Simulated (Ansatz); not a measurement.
# Band gap of K2YInBr6 (double perovskite (elpasolite)) (Fm-3m) from density functionals to GW

Wanted: a ladder of band gaps for K2YInBr6 (double perovskite (elpasolite)) (Fm-3m), from density functionals to G0W0.

Program: Ansatz 0.2.0. Level of theory: density functionals, hybrids and G0W0, plane waves, PAW. Results are calculated unless marked as measured.

The structure was built from a prototype and need not be the compound's stable phase.

### Step 1. Starting point

Symmetry: Fm-3m, No. 225, cubic system. Conventional cell: a = 11.413 Å, b = 11.413 Å, c = 11.413 Å, α = 90.00°, β = 90.00°, γ = 90.00°. Nearest to K lie 12 Br at 4.04 Å. Nearest to In lie 6 Br at 2.99 Å. Nearest to Y lie 6 Br at 2.72 Å. Br has 1 Y at 2.72 Å and 1 In at 2.99 Å and 4 K at 4.04 Å nearest. It derives from Br6In1K2Y1. Farther neighbours and most contacts between anions are not listed.

Coordinates:

```cif
data_structure
_symmetry_space_group_name_H-M 'P 1'
_symmetry_Int_Tables_number 1
_cell_length_a 8.0699
_cell_length_b 8.0699
_cell_length_c 8.0699
_cell_angle_alpha 60.000
_cell_angle_beta 60.000
_cell_angle_gamma 60.000
_cell_volume 371.61
loop_
_atom_site_label
_atom_site_type_symbol
_atom_site_fract_x
_atom_site_fract_y
_atom_site_fract_z
_atom_site_occupancy
K1 K 0.25000 0.25000 0.25000 1
K2 K 0.75000 0.75000 0.75000 1
In3 In 0.00000 0.00000 0.00000 1
Y4 Y 0.50000 0.50000 0.50000 1
Br5 Br 0.26159 0.73841 0.73841 1
Br6 Br 0.26159 0.73841 0.26159 1
Br7 Br 0.73841 0.26159 0.73841 1
Br8 Br 0.73841 0.26159 0.26159 1
Br9 Br 0.73841 0.73841 0.26159 1
Br10 Br 0.26159 0.26159 0.73841 1
```

The structure was relaxed with LDA. The structure type comes from a generator and need not be one that this composition takes. The runs that relaxed it are not among those shown. The default PAW set here is soft_2. Its files were made with PBE.

### Step 2. LDA on the 4×4×4 mesh

Levels along a band path and on the mesh show where this functional puts the band edges.

This step: DFT, LDA, plane waves, PAW.

File input.yaml:

```yaml
crystal:
  lattice:
    - [0.0, 5.7062557021, 5.7062557021]
    - [5.7062557021, 0.0, 5.7062557021]
    - [5.7062557021, 5.7062557021, 0.0]
  atoms:
    - { symbol: K, position: [0.25, 0.25, 0.25] }
    - { symbol: K, position: [0.75, 0.75, 0.75] }
    - { symbol: In, position: [0.0, 0.0, 0.0] }
    - { symbol: "Y", position: [0.5, 0.5, 0.5] }
    - { symbol: Br, position: [0.2615945249, 0.7384054751, 0.7384054751] }
    - { symbol: Br, position: [0.2615945249, 0.7384054751, 0.2615945249] }
    - { symbol: Br, position: [0.7384054751, 0.2615945249, 0.7384054751] }
    - { symbol: Br, position: [0.7384054751, 0.2615945249, 0.2615945249] }
    - { symbol: Br, position: [0.7384054751, 0.7384054751, 0.2615945249] }
    - { symbol: Br, position: [0.2615945249, 0.2615945249, 0.7384054751] }
kpoints:
  mp_grid: { grid: [4, 4, 4] }
  band_path:
    path:
      - [[0.0, 0.0, 0.0], [0.5, 0.0, 0.5], [0.625, 0.25, 0.625]]
      - [[0.375, 0.375, 0.75], [0.0, 0.0, 0.0], [0.5, 0.5, 0.5], [0.5, 0.25, 0.75], [0.5, 0.0, 0.5]]
    npoints: 10
hamiltonian:
  xc: lda
scf:
  occupations: { method: fermi_dirac, width: 0.02 }
  n_extra_bands: 7
output:
  eigenvalues: true
  forces: true
  stress: true
  write_density: true
  write_potential: true
  elf: true
  volumetric_format: npy
```

Launch:

```
$ ansatz run input.yaml --threads 4 --pin off --max-ram 17510MiB --backend cpu --events-out ev --progress --plain --runs-dir out
```

Numbers of over 12 decimals in the logs are rounded to 6 here.

What it wrote:

```text
scf.n_extra_bands = 7 over 42 filled bands (N_el = 84.0): the run solves 49 bands
Engine: ansatz 0.2.0, aarch64-unknown-linux-gnu
Pseudopotentials: kind: paw
Pseudopotential: K, paw, valence charge 9, recommended cutoff 420 eV (normal), K.paw.azcp
Pseudopotential: In, paw, valence charge 13, recommended cutoff 420 eV (normal), In.paw.azcp
Pseudopotential: Y, paw, valence charge 11, recommended cutoff 420 eV (normal), Y.paw.azcp
Pseudopotential: Br, paw, valence charge 7, recommended cutoff 420 eV (normal), Br.paw.azcp
Functional definition: SPW92
  exchange = slater_x
  correlation = pw_c
Crystal: 10 atoms, lattice volume = 371.607 Å³
Basis set: ecut = 420 eV, 7343 PW (Γ)
Bands: 49, of which v1, the nominal top of the filled ones, is band 42 counted from 1 (41 counted from 0)
Symmetry: 48 space group operations
Space group: Fm-3m (ITA 225), of the structure as read, at distance tolerance 7.2e-5 Å
k-points: 8 of 64
Non-local potential: K, projectors of the file, l = 0: 3, l = 1: 2, l = 2: 2
Non-local potential: In, projectors of the file, l = 0: 2, l = 1: 2, l = 2: 2, l = 3: 2
Non-local potential: Y, projectors of the file, l = 0: 3, l = 1: 2, l = 2: 2, l = 3: 1
Non-local potential: Br, projectors of the file, l = 0: 2, l = 1: 2, l = 2: 2
PAW form: soft (Blöchl's): semilocal exchange-correlation on the pseudo side does not see the compensation charge
PAW frozen core: K, regenerated for the run's functional, and the local potential with it (the file was generated under x = pbe(κ = 0.804, μ = 0.219515), c = pbe(β = 0.066725))
PAW frozen core: In, regenerated for the run's functional, and the local potential with it (the file was generated under x = pbe(κ = 0.804, μ = 0.219515), c = pbe(β = 0.066725))
PAW frozen core: Y, regenerated for the run's functional, and the local potential with it (the file was generated under x = pbe(κ = 0.804, μ = 0.219515), c = pbe(β = 0.066725))
PAW frozen core: Br, regenerated for the run's functional, and the local potential with it (the file was generated under x = pbe(κ = 0.804, μ = 0.219515), c = pbe(β = 0.066725))
PAW one-centre angular grid: K, 110 points (default); XC on 64 Gauss nodes
PAW one-centre angular grid: In, 590 points (default); XC on 64 Gauss nodes
PAW one-centre angular grid: Y, 590 points (default); XC on 64 Gauss nodes
PAW one-centre angular grid: Br, 110 points (default); XC on 64 Gauss nodes
Initial density: superposition of atomic densities (neutral atoms: chi_scale 0, normalization atom), corrected by the library's trained network
Initial wavefunctions: pseudopotential atomic-orbital guess
Functional: x = slater, c = lda
SCF iter   1: F=—  HF=-28372.977727 eV  |F-HF|=—  |Δ(HF+E_count)|=         —  Δρ=4.36e-3  dr2=4.92e-2  ethr=1.77e-3  ⟨swp⟩=11.0  Hψ=1707  notcnv=0
preconditioner: auto → Resta (q_TF=auto, 2.129 Å⁻¹)  ε∞=3.0  [insulator: Δε(μ)=1.904 eV  Ē_g=11.418 eV  σ=0.020 eV  W_gap=1.00  n_scr=58 (ndim 8)  ℏωp=16.3 eV  f_vac=0.098  D(μ)=0.00/eV (n_scr^D=0)  ε∞_Penn≈3.0]
SCF iter   2: F=—  HF=-28372.968763 eV  |F-HF|=—  |Δ(HF+E_count)|=   8.96e-3  Δρ=2.13e-3  dr2=9.89e-3  ethr=5.86e-5  ⟨swp⟩=3.0  Hψ=709  notcnv=0  defer=21
SCF iter   3: F=—  HF=-28372.966289 eV  |F-HF|=—  |Δ(HF+E_count)|=   2.47e-3  Δρ=5.39e-4  dr2=1.07e-3  ethr=1.18e-5  ⟨swp⟩=3.0  Hψ=693  notcnv=0  defer=21
SCF iter   4: F=—  HF=-28372.966155 eV  |F-HF|=—  |Δ(HF+E_count)|=   1.33e-4  Δρ=9.80e-5  dr2=5.21e-5  ethr=1.28e-6  ⟨swp⟩=2.0  Hψ=513  notcnv=0  defer=21
SCF iter   5: F=—  HF=-28372.966067 eV  |F-HF|=—  |Δ(HF+E_count)|=   8.80e-5  Δρ=3.97e-5  dr2=5.34e-6  ethr=6.20e-8  ⟨swp⟩=2.0  Hψ=561  notcnv=0  defer=21
SCF iter   6: F=—  HF=-28372.966072 eV  |F-HF|=—  |Δ(HF+E_count)|=   4.46e-6  Δρ=4.63e-6  dr2=1.55e-7  ethr=6.36e-9  ⟨swp⟩=2.0  Hψ=497  notcnv=0  defer=21
SCF iter   7: F=-28372.966072 eV  HF=-28372.966072 eV  |F-HF|=6.42e-9  |Δ(HF+E_count)|=   4.34e-8  Δρ=1.32e-6  dr2=1.46e-8  ethr=1.19e-10  ⟨swp⟩=15.8  Hψ=3203  notcnv=0
SCF 1 converged in 7 iterations: F = -28372.966072 eV  dr2 = 1.46e-8
[...]
NSCF: frozen V_eff on 62 k-points
SCF converged after 7 iterations
Free energy (F): -28372.966072 eV
Harris-Foulkes:  -28372.966072 eV  (|F-HF|=6.42e-9)
Internal energy: -28372.966072 eV  (E = F + TS)
E sigma→0 (E₀):  -28372.966072 eV
Fermi energy:    4.302628 eV
--- Per-component energies (eV) ---
  E_band       = -660.850494
  E_kinetic    = 1858.248749
  E_local      = -5347.025394  (includes V_loc(G=0)·N_el)
  E_nonlocal   = 884.748994
  E_hartree    = 1842.849616
  E_xc         = -2221.594913
  E_vxc        = -1259.060136  (∫ρ·V_xc dr)
  E_paw        = -21183.071549  (= ΣΔE_a)
  E_vpaw       = -483.465457  (= ΣTr[D̂ρ^β])
  E_aug_tail   = 0.000017  (compensation charges beyond the density's cutoff)
  E_ewald      = -4209.489781
  E_core_change = 2.368190  (= ΣΔE_core)
  E_smearing   = -0.000000  (= −TS)
  E_closure    = 0.000000  (closes the sum)
  Σ components = -28372.966072   (vs F -28372.966072, Δ=0.00e0)
--- Forces (eV/Å), atoms counted from 1 ---
  atom   1  K     -0.00000000    -0.00000000     0.00000000
  atom   2  K     -0.00000000     0.00000000     0.00000000
  atom   3  In     0.00000000    -0.00000000    -0.00000000
  atom   4  Y      0.00000000    -0.00000000     0.00000000
  atom   5  Br    -0.00526349    -0.00000000     0.00000000
  atom   6  Br    -0.00000000     0.00526349     0.00000000
  atom   7  Br     0.00000000    -0.00526349    -0.00000000
  atom   8  Br     0.00526349    -0.00000000    -0.00000000
  atom   9  Br     0.00000000     0.00000000    -0.00526349
  atom  10  Br    -0.00000000     0.00000000     0.00526349
  max |Σ_I F_I| component: 3.76e-18 eV/Å
--- Stress (GPa, compression-positive) ---
        0.025771      -0.000000       0.000000
       -0.000000       0.025771      -0.000000
        0.000000      -0.000000       0.025771
  P = ⅓ Tr σ = 0.0258 GPa (0.258 kbar)
--- Band table (eV; the first three rows and the last of 8) ---
  k-point 0: bands = [... 38 lower, 1.4743, 1.4743, 1.4743, 2.2272, 5.2318, 5.8221, 5.8221, 5.8221, ... 3 higher]
  k-point 1: bands = [... 38 lower, 1.3240, 1.3240, 1.3874, 2.8588, 5.5071, 5.8848, 5.9204, 5.9204, ... 3 higher]
  k-point 2: bands = [... 38 lower, 1.1437, 1.1437, 1.2539, 3.3457, 5.4525, 5.9575, 5.9575, 6.6410, ... 3 higher]
  k-point 7: bands = [... 38 lower, 0.8628, 1.2320, 1.2320, 2.8785, 6.0453, 6.0453, 6.3873, 6.4899, ... 3 higher]
```

The job ended after 10 s (4 threads of Arm Neoverse V1, shared host; peak memory 1.1 GiB; 41 s of CPU time).

In the SCF lines HF is the Harris–Foulkes energy and dr2 the Hartree energy of the density residual, in eV; the loop may stop once dr2 is under the threshold and the program's other checks hold. Hψ counts applications of the Hamiltonian.

Numbers from this step:

```
pressure             : 0.02577 GPa
filled bands         : 42
gap                  : 1.886 eV
valence top at       : L
conduction bottom at : Γ
least direct gap     : 2.107 eV
```

Over mesh and path the gap is 1.886 eV, from k = (0.500, 0.500, 0.500) to k = Γ. The least direct gap found is 2.107 eV, at k = (0.500, 0.500, 0.500).

### Step 3. LDA+SOC on the 4×4×4 mesh

This run has two-component orbitals with spin-orbit coupling.

This step: DFT, LDA with spin-orbit coupling, plane waves, PAW.

input.yaml, the sections that differ from step 2:

```yaml
kpoints:
  mp_grid: { grid: [4, 4, 4] }
  band_path:
    path:
      - [0.0, 0.0, 0.0]
      - [0.5, 0.0, 0.5]
      - [0.625, 0.25, 0.625]
      - [0.375, 0.375, 0.75]
      - [0.5, 0.5, 0.5]
      - [0.5, 0.25, 0.75]
    npoints: 1
scf:
  occupations: { method: fixed }
  n_extra_bands: 14
magnetization:
  noncollinear: true
  spin_orbit: true
output:
  eigenvalues: true
  forces: true
  stress: true
# crystal, hamiltonian: as in step 2
```

What it wrote:

```text
[...]
non-collinear run that drives no moment, with spin-orbit: no starting moment large enough to seed its density (crystal.atoms[].spin), no starting occupations that ask for one, no magnetisation constraint and no magnetic field, so the semilocal B_xc is pinned to zero
Crystal: 10 atoms, lattice volume = 371.607 Å³
Basis set: ecut = 420 eV, 7343 PW (Γ)
Bands: 98, of which v1, the nominal top of the filled ones, is band 84 counted from 1 (83 counted from 0)
Symmetry: 48 space group operations + 48 with time reversal
[...]
k-points: 8 of 64
Projection manifold: j_resolved (fully-relativistic pseudo-atomic orbitals)
[...]
atom   6  Br    -0.00000000     0.00235072     0.00000000
  atom   7  Br     0.00000000    -0.00235072    -0.00000000
  atom   8  Br     0.00235072     0.00000000    -0.00000000
  atom   9  Br    -0.00000000     0.00000000    -0.00235072
  atom  10  Br    -0.00000000     0.00000000     0.00235072
  max |Σ_I F_I| component: 1.03e-17 eV/Å
--- Stress (GPa, compression-positive) ---
        0.025948       0.000000       0.000000
        0.000000       0.025948      -0.000000
        0.000000       0.000000       0.025948
  P = ⅓ Tr σ = 0.0259 GPa (0.259 kbar)
--- Band table (eV; the first three rows and the last of 8) ---
  k-point 0: bands = [... 80 lower, 1.5733, 1.5733, 2.2487, 2.2487, 5.2316, 5.2316, 5.8057, 5.8057, ... 10 higher]
  k-point 1: bands = [... 80 lower, 1.4591, 1.4591, 2.8746, 2.8746, 5.5048, 5.5048, 5.8632, 5.8632, ... 10 higher]
  k-point 2: bands = [... 80 lower, 1.3027, 1.3027, 3.3584, 3.3584, 5.4446, 5.4446, 5.9426, 5.9426, ... 10 higher]
  k-point 7: bands = [... 80 lower, 1.3011, 1.3011, 2.8888, 2.8888, 6.0286, 6.0286, 6.0577, 6.0577, ... 10 higher]
[key lines of the parts left out:]
SCF converged after 9 iterations
Magnetization: |M| = 0.0000 μB,  M = (+0.0000, +0.0000, +0.0000) μB
Free energy (F): -28377.619186 eV
Fermi energy:    3.358374 eV
```

The job ended after 46 s (4 threads; peak memory 2.2 GiB).

Numbers from this step:

```
pressure             : 0.02595 GPa
gap                  : 1.873 eV
valence top at       : L
conduction bottom at : Γ
least direct gap     : 2.086 eV
```

Over mesh and listed points the gap is 1.873 eV, from k = (0.500, 0.500, 0.500) to k = Γ. The least direct gap found is 2.086 eV, at k = (0.500, 0.500, 0.500). LDA+SOC against LDA: 1.873 − 1.886 = −0.013 eV, with the same mesh, set of files (read in its fully relativistic form for the spin-orbit run) and cutoff, and both edges at the same k points. The spin-orbit run sees mesh and listed points alone, so its gap is an upper bound: the coupling can move an edge off these points, and the change over the zone, its sign included where it is small, is not known.

### Step 4. r2SCAN on the 4×4×4 mesh

r2SCAN is a meta-GGA: it depends on the kinetic-energy density as well as on the density and its gradient.

This step: DFT, r2SCAN, plane waves, PAW.

input.yaml: that of step 3 with these lines changed.

```diff
@@ -28,9 +28,6 @@
 hamiltonian:
-  xc: lda
+  xc: r2scan
 scf:
   occupations: { method: fixed }
-  n_extra_bands: 14
-magnetization:
-  noncollinear: true
-  spin_orbit: true
+  n_extra_bands: 7
 output:
```

What it wrote:

```text
[...]
Crystal: 10 atoms, lattice volume = 371.607 Å³
Basis set: ecut = 500 eV, 9409 PW (Γ), exchange–correlation on 240×240×240 points (64 copies of the dense FFT grid, shifted against one another)
Bands: 49, of which v1, the nominal top of the filled ones, is band 42 counted from 1 (41 counted from 0)
Symmetry: 48 space group operations
[...]
k-points: 8 of 64
[...]
k-point 0: bands = [... 38 lower, 1.3543, 1.3543, 1.3543, 2.7017, 6.1053, 6.4140, 6.4140, 6.4140, ... 3 higher]
  k-point 1: bands = [... 38 lower, 1.2118, 1.2118, 1.2685, 3.2316, 6.2593, 6.5145, 6.5145, 6.6237, ... 3 higher]
  k-point 2: bands = [... 38 lower, 1.0379, 1.0379, 1.1372, 3.6715, 6.1545, 6.5584, 6.5584, 7.3450, ... 3 higher]
  k-point 7: bands = [... 38 lower, 0.7619, 1.1198, 1.1198, 3.2078, 6.6397, 6.6397, 6.9559, 7.1840, ... 3 higher]
[key lines of the parts left out:]
SCF converged after 7 iterations
Free energy (F): -29330.766226 eV
Fermi energy:    3.671486 eV
P = ⅓ Tr σ = 2.0686 GPa (20.686 kbar)
```

Run time: 10 s. Hardware: 4 threads; peak memory 1.7 GiB; 38 s of CPU time.

Numbers from this step:

```
pressure             : 2.069 GPa
gap                  : 2.434 eV
valence top at       : L
conduction bottom at : Γ
least direct gap     : 2.483 eV
```

Over mesh and listed points the gap is 2.434 eV, from k = (0.500, 0.500, 0.500) to k = Γ. The least direct gap found is 2.483 eV, at k = (0.500, 0.500, 0.500). r2SCAN against LDA: 2.434 − 1.886 = +0.548 eV. The runs also differ in plane-wave cutoff (420 eV and 500 eV), so how much of this comes from the functional alone is not known.

### Step 5. HSE06 on the 2×2×2 mesh

HSE06 mixes in a quarter of exact exchange at short range.

This step: DFT, HSE06, plane waves, PAW.

input.yaml: that of step 4 with these lines changed.

```diff
@@ -17,3 +17,3 @@
 kpoints:
-  mp_grid: { grid: [4, 4, 4] }
+  mp_grid: { grid: [2, 2, 2] }
   band_path:
@@ -28,3 +28,3 @@
 hamiltonian:
-  xc: r2scan
+  xc: hse06
 scf:
@@ -34,3 +34 @@
   eigenvalues: true
-  forces: true
-  stress: true
```

What it wrote:

```text
[...]
davidson cushion auto → on  (no smearing: the cushion is to keep the highest requested band from converging to the state above it; pin scf.eigensolver.cushion to override)
Crystal: 10 atoms, lattice volume = 371.607 Å³
Basis set: ecut = 420 eV, 7343 PW (Γ)
Bands: 49, of which v1, the nominal top of the filled ones, is band 42 counted from 1 (41 counted from 0)
Symmetry: 48 space group operations
[...]
k-points: 3 of 8
[...]
Free energy (F): -29256.420258 eV
Frozen-core exchange: fock
[...]
Internal energy: -29256.420258 eV  (E = F + TS)
E sigma→0 (E₀):  -29256.420258 eV
Fermi energy:    3.380321 eV
[...]
--- Band table (eV) ---
  k-point 0: bands = [... 38 lower, 0.9303, 0.9303, 0.9303, 2.3191, 6.1399, 6.7039, 6.7039, 6.7039, ... 3 higher]
  k-point 1: bands = [... 38 lower, 0.5996, 0.5996, 0.7010, 3.3803, 6.3297, 6.8270, 6.8270, 7.5655, ... 3 higher]
  k-point 2: bands = [... 38 lower, 0.4207, 0.4207, 0.9197, 2.6059, 6.7592, 7.3142, 7.3142, 7.8339, ... 3 higher]
```

Elapsed: 69 s, on 4 threads; peak memory 2.6 GiB.

Numbers from this step:

| Item | Value |
| --- | --- |
| gap | 2.760 eV |
| valence top at | L |
| conduction bottom at | Γ |
| least direct gap | 2.949 eV |
| exact-exchange fraction | 0.25 |

Over mesh and listed points the gap is 2.760 eV, from k = (0.500, 0.500, 0.500) to k = Γ. The least direct gap found is 2.949 eV, at k = (0.500, 0.500, 0.500). HSE06 against LDA: 2.760 − 1.886 = +0.874 eV. The runs also differ in mesh (4×4×4 and 2×2×2), so how much of this comes from the functional alone is not known.

### Step 6. PBE0 on the 2×2×2 mesh

PBE0 mixes in a quarter of exact exchange at all distances.

This step: DFT, PBE0, plane waves, PAW.

input.yaml: that of step 5 with these lines changed.

```diff
@@ -28,3 +28,3 @@
 hamiltonian:
-  xc: hse06
+  xc: pbe0
 scf:
```

What it wrote:

```text
[...]
Crystal: 10 atoms, lattice volume = 371.607 Å³
Basis set: ecut = 420 eV, 7343 PW (Γ)
Bands: 49, of which v1, the nominal top of the filled ones, is band 42 counted from 1 (41 counted from 0)
Symmetry: 48 space group operations
[...]
k-points: 3 of 8
[...]
SCF iter   1: F=—  HF=-29236.293820 eV  |F-HF|=—  |Δ(HF+E_count)|=         —  Δρ=1.48e-3  dr2=2.28e-2  ethr=1.77e-3  ⟨swp⟩=9.0  Hψ=651  notcnv=0
[...]
Free energy (F): -29255.402599 eV
Frozen-core exchange: fock
[...]
Internal energy: -29255.402599 eV  (E = F + TS)
E sigma→0 (E₀):  -29255.402599 eV
Fermi energy:    3.025308 eV
[...]
--- Band table (eV) ---
  k-point 0: bands = [... 38 lower, 0.5455, 0.5455, 0.5455, 1.9387, 6.4771, 7.0647, 7.0647, 7.0647, ... 3 higher]
  k-point 1: bands = [... 38 lower, 0.2094, 0.2094, 0.3129, 3.0253, 6.6740, 7.1832, 7.1832, 7.9188, ... 3 higher]
  k-point 2: bands = [... 38 lower, 0.0339, 0.0339, 0.5350, 2.2390, 7.1215, 7.6878, 7.6878, 8.1918, ... 3 higher]
```

Elapsed: 70 s, on 4 threads; peak memory 2.6 GiB; 4.2 min of CPU time.

Numbers from this step:

```yaml
gap: 3.452 eV
valence_top_at: L
conduction_bottom_at: Γ
least_direct_gap: 3.649 eV
exact_exchange_fraction: 0.25
```

Over mesh and listed points the gap is 3.452 eV, from k = (0.500, 0.500, 0.500) to k = Γ. The least direct gap found is 3.649 eV, at k = (0.500, 0.500, 0.500). PBE0 against HSE06: 3.452 − 2.760 = +0.692 eV, with the same mesh, files and cutoff, and both edges at the same k points.

(Part 1 of 2 ends here.)

[Paths, hosts, dates, memory and timing lines, banners, echoed tables and standing remarks are left out of the program output.]

[Logs are printed without paths, hosts, clocks, repeated set-up lines and the standing remarks that a program may print on its own settings, such as how far it seeks lower states.]

[Runs of the session that timed out or met a known fault of the program may be left out.]

[Cells called generated may have been cut or substituted from an entry of the Crystallography Open Database or the Materials Project.]

[Hosts, paths, dates, database ids (printed as entryN), source tags and the programs' standing remarks are cut or masked in the printed files.]

[Where an RPA ε∞ is given, it is that of the G0W0 mesh and is not shown converged in it. Names of k-points follow the symmetry that the program found, which can be lower than the space group named. Band edges on a path are those of the sampled points; other points can move an edge, and change direct to indirect where valleys lie close.]

[Hybrid gaps are those of their k-mesh and are not shown converged in it.]
